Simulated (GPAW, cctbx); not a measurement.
# ZrTa3C4: deformation density and structure factors from DFT

Question: by how much does bonding change the structure factors of ZrTa3C4?

The cell is our own: ordered rocksalt alloy in the eight-atom cube, 3 of 4 Zr sites given to Ta. All numbers below are calculated.

**1. Relax the structure**

The density hangs on the geometry, so cell and atoms are relaxed first, with the symmetry held. The cutoff is set higher than for the density because stress converges slowly with plane waves.

Settings: GPAW 26.7.0, PBE, 650 eV, 5×5×5 k-points, Fermi–Dirac width 0.1 eV, BFGS to 0.02 eV/Å.

```text
cell
1.0
     4.537500000    0.000000000    0.000000000
     0.000000000    4.537500000    0.000000000
     0.000000000    0.000000000    4.537500000
Ta C Zr
3 4 1
Direct
0.000000000 0.000000000 0.500000000
0.000000000 0.500000000 0.000000000
0.500000000 0.000000000 0.000000000
0.500000000 0.000000000 0.500000000
0.500000000 0.500000000 0.000000000
0.000000000 0.000000000 0.000000000
0.000000000 0.500000000 0.500000000
0.500000000 0.500000000 0.500000000
```

```console
$ OMP_NUM_THREADS=1 mpirun -n 4 gpaw python run.py > gpaw.log
```

```text
BFGS:    0      -79.455408        0.172459
BFGS:    1      -79.456599        0.152673
BFGS:    2      -79.460438        0.000205
cell  4.5253 4.5253 4.5253  90.00 90.00 90.00
volume 92.673 A^3, largest force 0.000 eV/A, largest stress 0.00 GPa
```

After 2 steps the volume has changed by -0.8 % and the energy by -0.005 eV; the largest stress left is 0.00 GPa. It took 31 s on 4 cores of Intel(R) Xeon(R) CPU @ 2.60GHz (Ice Lake) (shared host), peak memory 0.88 GiB.

Relaxed structure: Pm-3m (no. 221), a = 4.5253 Å, b = 4.5253 Å, c = 4.5253 Å, α = 90.00°, β = 90.00°, γ = 90.00°.

| atom | mult. | x | y | z |
| --- | --- | --- | --- | --- |
| Ta1 | 3 | 0 | 0 | 1/2 |
| Zr1 | 1 | 1/2 | 1/2 | 1/2 |
| C1 | 3 | 1/2 | 0 | 1/2 |
| C2 | 1 | 0 | 0 | 0 |

**2. Density and charge transfer**

X-rays see the whole electron density, so the PAW density is rebuilt with its core regions. Subtracting spherical free atoms from the same code cancels the cores and leaves the deformation density Δρ, the part due to bonding.

Settings: PBE, 600 eV, 7×7×7 k-points, Fermi–Dirac width 0.1 eV; primitive cell of 8 atoms.

```console
$ OMP_NUM_THREADS=1 mpirun -n 4 gpaw python run.py > gpaw.log
```

```text
|iter:   1|       0s |  -87.816669 | +0.30 |       |
|iter:   2|       1s |  -85.196328 | -0.96 | -0.83 |
|iter:   3|       2s |  -79.161613 | +0.19 | -0.90 |
...
|iter:  12|      13s |  -79.231651c| -6.50 | -5.59c|
|iter:  13|      14s |  -79.231651c| -6.93 | -5.91c|
|iter:  14|      15s |  -79.231651c| -7.40c| -6.37c|
```

```text
grid (54, 54, 54)  electrons 283.000  moved by bonding 2.102 e
deformation density beyond 0.5 A of the nuclei: max 0.108, min -0.105 e/A^3
atom        x       y       z   Voronoi charge  moment
Ta1    0.0000  0.0000  0.5000      0.525       0.00
Ta2    0.0000  0.5000  0.0000      0.525       0.00
Ta3    0.5000  0.0000  0.0000      0.525       0.00
Zr4    0.5000  0.5000  0.5000      0.350       0.00
C 5    0.5000  0.0000  0.5000     -0.491       0.00
C 6    0.5000  0.5000  0.0000     -0.491       0.00
C 7    0.0000  0.0000  0.0000     -0.453       0.00
C 8    0.0000  0.5000  0.5000     -0.491       0.00
mean inner potential of superposed free atoms 30.895 V
total magnetic moment 0.000 muB
```

Deformation density in a plane through the shortest contact of the Ta atom at the origin, in 0.01 e/Å³ (clipped at ±99); x from -1.6 to 3.9 Å, y from 2.4 down to -2.4 Å:

```text
 -3  -1   9   7   .   .   9   7  -3  -2   .   .  -1  -4   6  10
 -5  -2   8   8   .   .   9   7  -4  -4   .   .  -3  -5   5   9
 -9  -3   5   8  10  10   8   3  -5  -9  -5  -3  -9  -7   2   7
 -2  -1   0   2   4   4   1   0  -1  -2   0   0  -2  -2   0   1
  6   1  -5  -8  -4  -5  -8  -4   2   7  10  10   8   3  -2  -8
 10   4  -6  -6   .  -3  -7  -5   6  10   7   .   9   8  -2  -7
 11   6  -3  -1   .   .  -2  -2   8   9   .   .   7  10  -1  -2
 10   4  -6  -6   .  -3  -7  -5   6  10   7   .   9   8  -2  -7
  6   1  -5  -8  -4  -5  -8  -4   2   7  10  10   8   3  -2  -8
 -2  -1   0   2   4   4   1   0  -1  -2   0   0  -2  -2   0   1
 -9  -3   5   8  10  10   8   3  -5  -9  -5  -3  -9  -7   2   7
 -5  -2   8   8   .   .   9   7  -4  -4   .   .  -3  -5   5   9
 -3  -1   9   7   .   .   9   7  -3  -2   .   .  -1  -4   6  10
```

Atoms in or within 0.15 Å of the plane: Ta (0.0, 0.0), Ta (2.3, 2.3), Ta (2.3, -2.3), C (2.3, 0.0), C (0.0, 2.3), C (0.0, -2.3) Å. Dots mark points within about 0.45 Å of a nucleus; large values next to them are atomic features.

C gains most (-0.48 e) and Ta loses most (+0.53 e), in averages over each element's sites; C is the most electronegative element, but the order of the others doesn't follow electronegativity. Such charges fall far short of formal ones, since overlapping free atoms already put density on their neighbours. Along the shortest contact from the Ta atom at the map's origin, Ta–C at 2.26 Å, Δρ is +0.03 e/Å³ at the midpoint and highest, +0.11, 1.55 Å from Ta (points within 0.5 Å of a nucleus left out): little sits at the middle, as in a polar contact, whose build-up shifts to the more electronegative atom. At the midpoints of other shortest contacts it is +0.05 (Zr–C, 2.26 Å) and -0.01 (Ta–Ta, 3.20 Å) e/Å³. Point values carry grid noise of about 0.01 e/Å³. The run needed 14 iterations, 27 s.

**3. Structure factors**

The Fourier components of Δρ, added to those of the free atoms, give the static X-ray structure factors; the Mott–Bethe relation turns them into the Fourier components V of the potential that fast electrons feel.

```text
static structure factors of the conventional cell: F in electrons, V (Mott-Bethe) in volts
   h  k  l      d  |F| table  |F| free   |F| DFT   change   |V| free  |V| DFT  change %
   0  1  0  4.5253    32.262    32.199    32.032   -0.167     0.811    0.980     20.9
   0  1  1  3.1999    31.328    31.286    31.220   -0.066     0.868    0.901      3.9
   1  1  1  2.6127   203.813   203.621   202.141   -1.479    10.594   11.094      4.7
   0  2  0  2.2626   224.156   223.876   224.451    0.576    14.971   14.825     -1.0
   0  2  1  2.0238    29.117    29.033    29.007   -0.026     0.804    0.809      0.7
   1  2  1  1.8474    28.512    28.406    28.376   -0.030     0.776    0.781      0.6
   0  2  2  1.5999   198.253   197.956   197.965    0.009    10.767   10.766     -0.0
   1  2  2  1.5084    26.859    26.731    26.742    0.011     0.705    0.704     -0.2
   0  3  0  1.5084    26.859    26.731    26.713   -0.019     0.705    0.708      0.3
   0  3  1  1.4310    26.348    26.225    26.243    0.018     0.686    0.684     -0.3
   1  3  1  1.3644   167.868   167.651   168.022    0.371     6.201    6.167     -0.6
   2  2  2  1.3063   180.719   180.604   180.511   -0.092     8.643    8.651      0.1
   0  3  2  1.2551    24.925    24.830    24.853    0.022     0.637    0.635     -0.3
   1  3  2  1.2094    24.487    24.402    24.431    0.029     0.622    0.620     -0.3
```

The largest X-ray change is -1.48 e on 111, 0.7 % of |F|. For electrons V goes as (Z − F)/g², so a change of F counts against Z − F, which is small at low angle and wherever the atoms' terms cancel: |V| of 010 moves by +20.9 % (0.81 to 0.98 V) against -0.5 % in |F|. The tabulated Hartree–Fock atoms differ from the free DFT atoms by up to 0.30 e, so the choice of reference atom matters too.

**4. Answer**

Bonding moves 2.10 e in the primitive cell of ZrTa3C4 and changes the structure factors of the conventional cell in the table above by at most 1.48 e (111, 0.7 %). The shortest bond, Ta–C, has Δρ = +0.03 e/Å³ at its midpoint, low for a shared bond; with the charge transfer this is a polar contact. Limits: static density, frozen cores, no spin–orbit coupling.

[Outputs are excerpts: Python notices, other lines and further rows are left out; steps that failed or that the build refused (PBEsol, TPSS) are not shown.]

[Logs are printed without paths, hosts, clocks, repeated set-up lines and the standing remarks that a program may print on its own settings, such as how far it seeks lower states.]
